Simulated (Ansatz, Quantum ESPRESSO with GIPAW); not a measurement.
# Na3ScCl6: which site gives which 23Na line?

The values are calculated: DFT, PBEsol, plane-wave PAW (pslibrary 1.0.0 recipes), scalar-relativistic, GIPAW shieldings (Quantum ESPRESSO with GIPAW, a patched development version). Shieldings are without the macroscopic shape term, which is common to all sites.

```
CELL_PARAMETERS angstrom
0.00000 5.16692 5.16692
5.16692 0.00000 5.16692
5.16692 5.16692 0.00000
ATOMIC_POSITIONS crystal
Sc 0.00000 0.00000 0.00000
Cl 0.76137 0.76137 0.23863
Cl 0.76137 0.23863 0.76137
Cl 0.23863 0.76137 0.23863
Cl 0.23863 0.76137 0.76137
Cl 0.23863 0.23863 0.76137
Cl 0.76137 0.23863 0.23863
Na 0.50000 0.50000 0.50000
Na 0.25000 0.25000 0.25000
Na 0.75000 0.75000 0.75000
```

The cell is a computed entry of the Materials Project; it need not be the form that is stable at ambient conditions. The coordinates shown are those after relaxation (atoms relaxed).

The Na sites:

| site | atom no. | atoms in cell | site symmetry | surroundings | bonds (Å) |
| --- | --- | --- | --- | --- | --- |
| Na(1) | 8 | 1 | m-3m | NaCl6 | 2.701 |
| Na(2) | 9 | 2 | -43m | NaCl12 | 3.655 |

The lines to be assigned:

| line | σ_iso (ppm) | relative area | span (ppm) | skew |
| --- | --- | --- | --- | --- |
| A | 600.0 | 2 | 0.0 | - |
| B | 534.3 | 1 | 0.0 | - |

Simulated spectrum: 23Na fast MAS, 23.5 T (264.8 MHz), lines broadened by 0.94 ppm; the axis counts ppm from the isotropic position of the most shielded site, as −Δσ; rigid lattice, with dipolar and J couplings and satellite transitions left out.

offset (ppm), intensity and a bar:
```
     72.1       0.00 
     69.7       0.00 
     67.3       0.01 
     65.8       0.50 ###############
     64.8       0.05 ##
     62.6       0.00 
     60.1       0.00 
     57.7       0.00 
     55.4       0.00 
     53.0       0.00 
     50.6       0.00 
     48.3       0.00 
     45.9       0.00 
     43.5       0.00 
     41.0       0.00 
     38.8       0.00 
     36.3       0.00 
     33.9       0.00 
     31.7       0.00 
     29.2       0.00 
     26.8       0.00 
     24.5       0.00 
     22.1       0.00 
     19.7       0.00 
     17.2       0.00 
     15.0       0.00 
     12.5       0.00 
     10.1       0.00 
      7.9       0.00 
      5.4       0.00 
      3.0       0.01 
      0.7       0.21 ######
      0.0       1.00 ##############################
     -1.7       0.02 
     -4.1       0.00 
     -6.4       0.00
```

Most prominent maxima (ppm: height): 65.8: 0.50, 0.0: 1.00.

Q: Assign the lines to the sites.

A: A is Na(2) (NaCl12); B is Na(1) (NaCl6). The areas settle A and B, whose multiplicities are unique. Shielding rises with the number of neighbours over these sites, the usual order.

[Banner, clock, file and message-heading lines were taken out of the pw.x and gipaw.x logs.]

[Logs are printed without paths, hosts, clocks, repeated set-up lines and the standing remarks that a program may print on its own settings, such as how far it seeks lower states.]

[Hosts, paths, dates, database ids (printed as entryN), source tags and the programs' standing remarks are cut or masked in the printed files.]
